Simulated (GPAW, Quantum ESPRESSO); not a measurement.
# K K ELNES/XANES of K (Im-3m) from DFT, part 4 of 4

Do two independent programs agree on the K K edge of K (Im-3m)? The same cell and functional are run with XSpectra and with GPAW.

Quantum ESPRESSO 7.5 and GPAW 26.7.0; core-hole supercells, plane-wave PAW LDA.

So far. Step 10 (The field without a hole (GPAW)): The mesh shows no gap, so the system is treated as a metal and the core electron is put at the Fermi level (neutral cell). Step 11 (Spectrum without a core hole, K atom 1 (GPAW)): Main maxima below 30 eV (height): 1.1 eV (0.89), 3.3 eV (0.64), 7.2 eV (2.28), 12.5 eV (1.17), 18.6 eV (1.33) and 26.2 eV (1.09). 

The database entry behind the starting cell lists a temperature near 5 K, so it need not match the best structure at ambient conditions.

### Step 13. Spectrum with XCH, K atom 1 (GPAW)

Level of this step: X-ray absorption from dipole matrix elements to empty bands, plane-wave PAW LDA (GPAW).

The holes are 7.4 Å apart. The excited electron is kept in the cell, where it fills the lowest empty states and screens the hole. After the field has converged, empty bands are computed with the density fixed and the dipole matrix elements are summed.

File xas.py:

```python
import numpy as np
from ase import Atoms
from ase.parallel import parprint, paropen
from gpaw import GPAW, PW, FermiDirac, Mixer, MixerDif, setup_paths
from gpaw.test import gen
setup_paths.insert(0, '.')
gen('K', name='fch1s', xcname='LDA', corehole=(1, 0, 1), write_xml=True)
from gpaw.mpi import world
world.barrier()

atoms = Atoms('K4',
    cell=[[5.225, -5.225, 0],
     [5.225, 0, -5.225],
     [5.225, 0, 5.225]],
    scaled_positions=[[0, 0, 0],
     [0, 0.5, 0.5],
     [0.5, 0.75, 0.25],
     [0.5, 0.25, 0.75]],
    pbc=True)
atoms.calc = calc = GPAW(legacy_gpaw=True, mode=PW(500, force_complex_dtype=True), xc='LDA', setups={0: 'fch1s'},
    kpts={'size': (5, 5, 5), 'gamma': True}, occupations=FermiDirac(0.1),
    charge=-1, mixer=Mixer(0.1, 5, 50), maxiter=150,
    convergence={'density': 0.0001, 'eigenstates': 1e-6}, txt='scf.txt')
energy = atoms.get_potential_energy() + calc.get_reference_energy()
ef = calc.get_fermi_level()
out = dict(energy=energy, fermi=ef, forces=atoms.get_forces().tolist())
parprint(f'all-electron energy {energy:.4f} eV, Fermi level {ef:.4f} eV')
ev = np.array([[calc.get_eigenvalues(k, s) for k in range(len(calc.get_ibz_k_points()))] for s in range(calc.get_number_of_spins())])
out['homo'], out['lumo'], out['counts'] = ev[ev < ef].max(), ev[ev > ef].min(), sorted(set((ev < ef).sum((0, 2)).tolist()))
out['filled'] = (ev[:, 0] < ef).sum(1).tolist()

from ase.units import Ha
from gpaw.xas import dipole_matrix_elements
nb = int(calc.get_number_of_electrons() / 2) + 172
top, nb = nb, nb + 8 + nb // 12
nscf = calc.fixed_density(kpts={'size': (6, 6, 6), 'gamma': True}, nbands=nb,
    convergence={'bands': top, 'eigenstates': 5e-3}, maxiter=60, txt='nscf.txt')
cell = atoms.cell.array
ops = [cell.T @ U.T @ np.linalg.inv(cell.T) for U in nscf.wfs.kd.symmetry.op_scc]
E = np.arange(-6, 34, 0.1)
fwhm = np.interp(E, [4, 25], [0.9, 3.5])
Y, X, zero, highest = 0, 0, 1e9, 1e9
for spin in range(nscf.get_number_of_spins()):
    wfs = nscf.wfs
    mine = wfs.bd.get_slice()  # this rank's bands
    A = dipole_matrix_elements(wfs.setups[0])
    eps = np.zeros((wfs.kd.nibzkpts, nb))
    d = np.zeros((3, A.shape[1], wfs.kd.nibzkpts, nb), complex)
    for kpt in wfs.kpt_u:
        if kpt.s == spin and 0 in kpt.P_ani:
            eps[kpt.k, mine] = kpt.eps_n * Ha
            d[:, :, kpt.k, mine] = (kpt.weight * wfs.nspins / 2) ** 0.5 * np.inner(A, kpt.P_ani[0])
    world.sum(eps)
    world.sum(d)
    T = np.einsum('amkn,bmkn->abkn', d, d.conj()).real
    T = sum(np.einsum('ai,ijkn,bj->abkn', R, T, R) for R in ops) / len(ops)
    empty = eps > ef
    zero, highest = min(zero, eps[empty].min()), min(highest, eps[:, top - 1].min())
    lines = [(eps, T, empty)] if spin == 0 else lines + [(eps, T, empty)]
for eps, T, empty in lines:
    f = np.einsum('aakn->akn', T).reshape(3, -1)
    x = eps.ravel() - zero
    w = np.interp(x, E, fwhm) / 2.35482
    g = np.exp(-0.5 * ((E[:, None] - x) / w) ** 2) / (w * (2 * np.pi) ** 0.5)
    Y = Y + (f * empty.ravel()) @ g.T
    X = X + (f * ~empty.ravel()) @ g.T
out.update(E=E.round(2).tolist(), xas=Y.tolist(), xes=X.tolist(), zero=zero, valid=highest - zero, nk=len(eps), nb=nb)
for i in range(0, len(E), 10):
    parprint(f'{E[i]:7.2f}', *(f'{v:10.3e}' for v in Y[:, i]))
import json
with paropen('out.json', 'w') as f:
    json.dump(out, f)
```

Started as:

```console
$ OMP_NUM_THREADS=1 mpirun -n 8 gpaw python xas.py
```

Numbers of over 12 decimals in the logs are rounded to 6 here.

The program printed:

```text
Input parameters:
  charge: -1
  convergence: {density: 0.0001,
                eigenstates: 1e-06}
  kpts: {gamma: True,
         size: (5, 5, 5)}
  maxiter: 150
  mixer: {backend: pulay,
          beta: 0.1,
          method: separate,
          nmaxold: 5,
          weight: 50}
  mode: {ecut: 500.0,
         force_complex_dtype: True,
         name: pw}
  occupations: {fixmagmom: False,
                name: fermi-dirac,
                width: 0.1}
  setups: {0: fch1s}

Initialize ...

[... PAW data sets ...]

Reference energy: -61743.490847  # eV

Spin-paired calculation

[... convergence settings ...]
Symmetries present (total): 48
  [... symmetry matrices ...]

125 k-points: 5 x 5 x 5 Monkhorst-Pack grid
10 k-points in the irreducible part of the Brillouin zone
       k-points in crystal coordinates                weights
   0:     0.00000000    0.00000000    0.00000000          1/125
   1:     0.20000000    0.20000000    0.00000000          8/125
   2:     0.20000000    0.20000000    0.20000000          6/125
   3:     0.40000000    0.20000000   -0.20000000         24/125
   4:     0.40000000    0.20000000    0.20000000         12/125
   5:     0.40000000    0.40000000   -0.40000000         12/125
   6:     0.40000000    0.40000000   -0.20000000         24/125
   7:     0.40000000    0.40000000    0.00000000          8/125
   8:     0.40000000    0.40000000    0.20000000         24/125
   9:     0.40000000    0.40000000    0.40000000          6/125

Wave functions: Plane wave expansion
  Cutoff energy: 500.000 eV
  Number of coefficients (min, max): 7195, 7343
  Pulay-stress correction: 0.000000 eV/Ang^3 (de/decut=0.000000)
  Using FFTW library
  Wavefunction extrapolation:
    Improved wavefunction reuse through dual PAW basis

Occupation numbers: Fermi-Dirac:
  width: 0.1000  # eV

Eigensolver
   Davidson(niter=2)

Densities:
  Coarse grid: 40*40*40 grid
  Fine grid: 80*80*80 grid
  Total Charge: 0.000000

Density mixing:
  Method: separate
  Backend: pulay
  Linear mixing parameter: 0.1
  old densities: 5
  Width of damping distribution: 1.1
  Damping of long wavelength oscillations: 50

[... Hamiltonian set-up ...]
Number of atoms: 4
Number of atomic orbitals: 20
Number of bands in calculation: 20
Number of valence electrons: 37
Bands to converge: occupied

... initialized

Initializing position-dependent things.

Density initialized from atomic densities
Creating initial wave functions:
  20 bands from LCAO basis set

                          K

         K           K

                          K

Atomic positions and initial magnetic moments

Positions:
   0 K      0.000000    0.000000    0.000000    ( 0.0000,  0.0000,  0.0000)
   1 K      5.225000    0.000000    0.000000    ( 0.0000,  0.0000,  0.0000)
   2 K      7.837500   -2.612500   -2.612500    ( 0.0000,  0.0000,  0.0000)
   3 K      7.837500   -2.612500    2.612500    ( 0.0000,  0.0000,  0.0000)

Unit cell:
           periodic     x           y           z      points  spacing
  1. axis:    yes    5.225000   -5.225000    0.000000    40     0.1306
  2. axis:    yes    5.225000    0.000000   -5.225000    40     0.1508
  3. axis:    yes    5.225000    0.000000    5.225000    40     0.1508

  Lengths:   7.389266   7.389266   7.389266
  Angles:   90.000000  60.000000  60.000000

Effective grid spacing dv^(1/3) = 0.1646

iter:   1   -15.506303
iter:   2   -14.547314   -1.23  -1.08
iter:   3   -12.256791   -0.33  -1.14
iter:   4   -12.182222   -2.17  -1.53
iter:   5   -12.383934   -2.00  -1.54
iter:   6   -12.216803   -1.28  -1.44
iter:   7   -12.155650   -2.38  -2.02
iter:   8   -12.163231   -2.62  -2.77
iter:   9   -12.154602c  -3.05  -2.32
iter:  10   -12.154921c  -3.99  -3.05
iter:  11   -12.155077c  -4.29  -3.06
iter:  12   -12.155565c  -4.19  -3.03
iter:  13   -12.155365c  -4.79  -3.03
iter:  14   -12.155487c  -4.76  -3.31
iter:  15   -12.155487c  -4.63  -3.30
iter:  16   -12.155603c  -5.45  -3.72
iter:  17   -12.155357c  -5.31  -3.48
iter:  18   -12.155346c  -5.87  -4.09c
iter:  19   -12.155305c  -5.87  -4.23c
iter:  20   -12.155350c  -6.46c -4.01c

Converged after 20 iterations.

Dipole moment: (-0.000000, 0.000000, -0.000000) |e|*Ang

Energy contributions relative to reference atoms: (reference = -61743.490847)

Kinetic:        -12.688018
Potential:      +13.026698
External:        +0.000000
XC:              -9.490762
Entropy (-ST):   -0.120512
Local:           -2.943011
SIC:             +0.000000
--------------------------
Free energy:    -12.215606
Extrapolated:   -12.155350

Showing only first 2 kpts
 Kpt  Band  Eigenvalues  Occupancy
  0    16     -1.57952    2.00000
  0    17      1.97934    0.00004
  0    18      2.87608    0.00000
  0    19      4.07270    0.00000

  1    16     -1.40057    2.00000
  1    17      1.04747    0.38455
  1    18      1.74860    0.00043
[...]
Fermi level: 0.90394

No gap
No difference between direct/indirect transitions

Forces in eV/Ang:
  0 K     0.00000   -0.00000   -0.00000
  1 K     0.00000    0.00000    0.00000
  2 K     0.00000    0.00000    0.00000
  3 K    -0.00000    0.00000    0.00000
Scalar-relativistic atomic LDA calculation for K (Potassium, Z=19)
Core hole in 1s state (1s occupation: 1.0)
600 radial gridpoints.
|------------------------------------------------|
|------------------------------------------------|
[... the atom generator's iteration count ...]

Energy contributions:
-------------------------
Kinetic:     +469.366302
XC:           -26.651020
Potential:   -910.221085
-------------------------
Total:       -467.505804

state      eigenvalue         ekin         rmax
-----------------------------------------------
1s^1.0 :  -137.009401   178.002510        0.053
2s^2.0 :   -14.952275    30.996296        0.308
2p^6.0 :   -12.557947    30.837461        0.248
3s^2.0 :    -1.923222     6.111175        1.010
3p^6.0 :    -1.291340     5.210461        1.046
4s^1.0 :    -0.332521     0.861316        3.154
-----------------------------------------------
(units: Bohr and Hartree)

Generating PAW setup
Kinetic energy of the core from tauc = 426.649692
Cutoffs:
rc(s)=2.120
rc(p)=2.090
rc(d)=1.770
rc(vbar)=2.070
rc(comp)=2.090
rc(nct)=2.120

Kinetic energy of the core states: 425.019867
Charge: 1.0
Core electrons: 9.0
Valence electrons: 9.0
Pseudo-core charge: 0.000157
Shape function alpha=2.289
Pseudo-electron charge 6.225162
state    eigenvalue         norm
--------------------------------
3s(2) :    -1.923222     0.851849
4s(1) :    -0.332521     0.979351
3p(6) :    -1.291340     0.590326
*p    :    -0.291340
*d    :     0.000000
--------------------------------

Diagonalizing with gridspacing h=0.050

state   all-electron     PAW
-------------------------------
3s:      -1.923222    -1.923900
3p:      -1.291340    -1.292876
*d:                   -0.316348
*f:                   -0.033378
-------------------------------
all-electron energy -61755.6462 eV, Fermi level 0.9039 eV
[...]
31.00  1.076e-06  1.076e-06  1.076e-06
  32.00  1.175e-06  1.175e-06  1.175e-06
  33.00  1.145e-06  1.145e-06  1.145e-06
```

Run time: 52 s. Hardware: 8 MPI ranks of Arm Neoverse V2, shared host; peak memory 0.37 GiB; 7 min of CPU time.

The K K spectrum, K atom 1, excited-electron core hole (neutral cell) (energy from the lowest empty level; intensity scaled to a mean of 1 over the first 20 eV):

```csv
E (eV),intensity
-2.00,0.00
-1.25,0.00
-0.50,0.07
0.25,0.79
1.00,1.49
1.75,0.38
2.50,0.38
3.25,1.11
4.00,1.06
4.75,0.86
5.50,0.79
6.25,1.90
7.00,1.99
7.75,1.03
8.50,0.70
9.25,0.69
10.00,0.72
10.75,0.82
11.50,0.93
12.25,0.98
13.00,0.98
13.75,0.97
14.50,0.97
15.25,0.97
16.00,1.02
16.75,1.10
17.50,1.16
18.25,1.13
19.00,1.03
19.75,0.93
20.50,0.87
21.25,0.86
22.00,0.89
22.75,0.92
23.50,0.94
24.25,0.94
25.00,0.93
25.75,0.92
26.50,0.90
27.25,0.86
28.00,0.82
28.75,0.81
29.50,0.85
30.25,0.93
31.00,1.04
31.75,1.12
```

Main maxima below 30 eV (height): 0.9 eV (1.51), 3.5 eV (1.24), 6.6 eV (2.24), 17.6 eV (1.16) and 23.8 eV (0.94). 

The total-energy difference is 3612.44 eV. With the free-atom term of -19.73 eV for this edge, the photon energy is 3592.71 eV.

### Step 14. The two programs side by side

The line shapes differ (Lorentzian half width 0.4 eV up to 4 eV, rising linearly to 1.75 eV at 25 eV (not a setting of the program: the run's 0.4 eV curve was folded afterwards with a further Lorentzian above 4 eV), against Gaussian full width 0.9 eV up to 4 eV, rising linearly to 3.5 eV at 25 eV), so both get a further Gaussian of 1.5 eV full width before they are compared; the Lorentzian tails remain.

```csv
E (eV),XSpectra,GPAW
-2.00,0.09,0.00
-1.25,0.16,0.04
-0.50,0.36,0.27
0.25,0.72,0.75
1.00,0.91,0.98
1.75,0.76,0.68
2.50,0.74,0.61
3.25,0.95,0.90
4.00,1.06,1.01
4.75,1.04,0.93
5.50,1.15,1.11
6.25,1.44,1.60
7.00,1.50,1.67
7.75,1.21,1.19
8.50,0.95,0.81
9.25,0.85,0.71
10.00,0.84,0.74
10.75,0.88,0.83
11.50,0.93,0.91
12.25,0.96,0.97
13.00,0.97,0.98
13.75,0.97,0.97
14.50,0.97,0.97
15.25,0.97,0.98
16.00,0.99,1.03
16.75,1.03,1.09
17.50,1.04,1.13
18.25,1.02,1.11
19.00,0.97,1.03
19.75,0.92,0.94
20.50,0.88,0.88
21.25,0.86,0.87
22.00,0.87,0.89
22.75,0.87,0.92
23.50,0.87,0.93
24.25,0.86,0.93
25.00,0.86,0.93
25.75,0.85,0.92
26.50,0.84,0.89
27.25,0.82,0.86
28.00,0.81,0.83
28.75,0.81,0.83
29.50,0.83,0.86
30.25,0.87,0.94
31.00,0.91,1.03
31.75,0.94,1.10
```

```csv
,XSpectra,GPAW
k mesh of the spectrum,6×6×6,6×6×6
cutoff (eV),626,500
"highest intensity below 24 eV after the common broadening, eV (height)",6.7 (1.54),6.7 (1.73)
"zero, corrected photon energy (eV)",3593.4,3592.7
"core time, hole field and spectrum",15 min,7 min
```

### Step 15. With and without the hole

XSpectra's curves. Both curves are counted from their own zero, so only the shift of weight within the empty states shows.

| E (eV) | no hole | XCH |
| --- | --- | --- |
| -2.0 | 0.05 | 0.06 |
| -1.0 | 0.09 | 0.12 |
| 0.0 | 0.34 | 0.52 |
| 1.0 | 0.77 | 1.28 |
| 2.0 | 0.68 | 0.49 |
| 3.0 | 0.62 | 0.83 |
| 4.0 | 0.62 | 0.99 |
| 5.0 | 0.68 | 0.86 |
| 6.0 | 0.81 | 1.19 |
| 7.0 | 1.85 | 1.88 |
| 8.0 | 1.51 | 0.94 |
| 9.0 | 0.76 | 0.81 |
| 10.0 | 0.87 | 0.75 |
| 11.0 | 0.89 | 0.88 |
| 12.0 | 1.15 | 1.02 |
| 13.0 | 1.14 | 0.99 |
| 14.0 | 1.15 | 1.03 |
| 15.0 | 0.89 | 0.90 |
| 16.0 | 0.97 | 0.97 |
| 17.0 | 1.07 | 1.16 |
| 18.0 | 1.26 | 1.26 |
| 19.0 | 1.40 | 1.01 |
| 20.0 | 1.13 | 0.89 |
| 21.0 | 0.92 | 0.81 |
| 22.0 | 0.91 | 0.88 |
| 23.0 | 0.82 | 0.96 |
| 24.0 | 1.05 | 0.97 |
| 25.0 | 0.97 | 0.93 |
| 26.0 | 1.12 | 0.95 |
| 27.0 | 1.14 | 0.99 |
| 28.0 | 0.94 | 0.73 |
| 29.0 | 0.76 | 0.71 |
| 30.0 | 0.62 | 0.82 |
| 31.0 | 1.04 | 1.06 |
| 32.0 | 1.07 | 1.23 |

With each curve scaled to its own mean, the area from −2 to 6 eV with the hole is 5.5 against 4.2, and the centre of weight from −1 to 20 eV moves by -0.7 eV: the hole pulls the absorber's empty states down.

### Step 16. Results

```
absorber and edge                                     : K K, atom 1 of the ground-state input (counted from 1)
surroundings                                          : 8 K at 4.52 Å and 6 K at 5.22 Å (cube and octahedron, as in bcc, site symmetry m-3m)
highest intensity below 24 eV (XSpectra, narrow line) : 6.7 eV above the zero, height 2.19
photon energy of the zero, with the added terms       : 3593.4 eV (raw 3613.1 eV; LDA puts this hole about 11 eV below PBE, itself good to a few eV)
```

In words: The two programs agree closely: 10 % r.m.s. remains over the first 14 eV after a relative shift of 0.0 eV, and their photon-energy zeros differ by 0.7 eV. In XSpectra the K K edge of atom 1, with 8 K at 4.52 Å and 6 K at 5.22 Å (cube and octahedron, as in bcc, site symmetry m-3m), has its highest intensity of the first 24 eV at 6.7 eV above the zero, near 3600 eV in photon energy (LDA puts this hole about 11 eV below PBE, itself good to a few eV), 2.2 times the mean level of the first 20 eV (Lorentzian half width 0.4 eV). In XSpectra: With each curve scaled to its own mean, the area from −2 to 6 eV with the hole is 5.5 against 4.2, and the centre of weight from −1 to 20 eV moves by -0.7 eV: the hole pulls the absorber's empty states down. In GPAW: With each curve scaled to its own mean, the area from −2 to 6 eV with the hole is 5.4 against 4.0, and the centre of weight from −1 to 20 eV moves by -0.7 eV: the hole pulls the absorber's empty states down. 3 further runs of this session are left out of this account as redundant. The structure is a published determination, not relaxed.

[Banner, clock and machine lines of the logs are left out without a mark of their own.]

[Logs are printed without paths, hosts, clocks, repeated set-up lines and the standing remarks that a program may print on its own settings, such as how far it seeks lower states.]

[Hosts, paths, dates, database ids (printed as entryN), source tags and the programs' standing remarks are cut or masked in the printed files.]

[Lists of maxima count a maximum above −3 eV only where it reaches 4 % of the highest in the window and stands out from its surroundings by 2 % of it (1.5 % where it reaches 55 %); shoulders and weaker maxima are passed over, and of the rest the first, up to two pre-edge ones and the few strongest are named.]
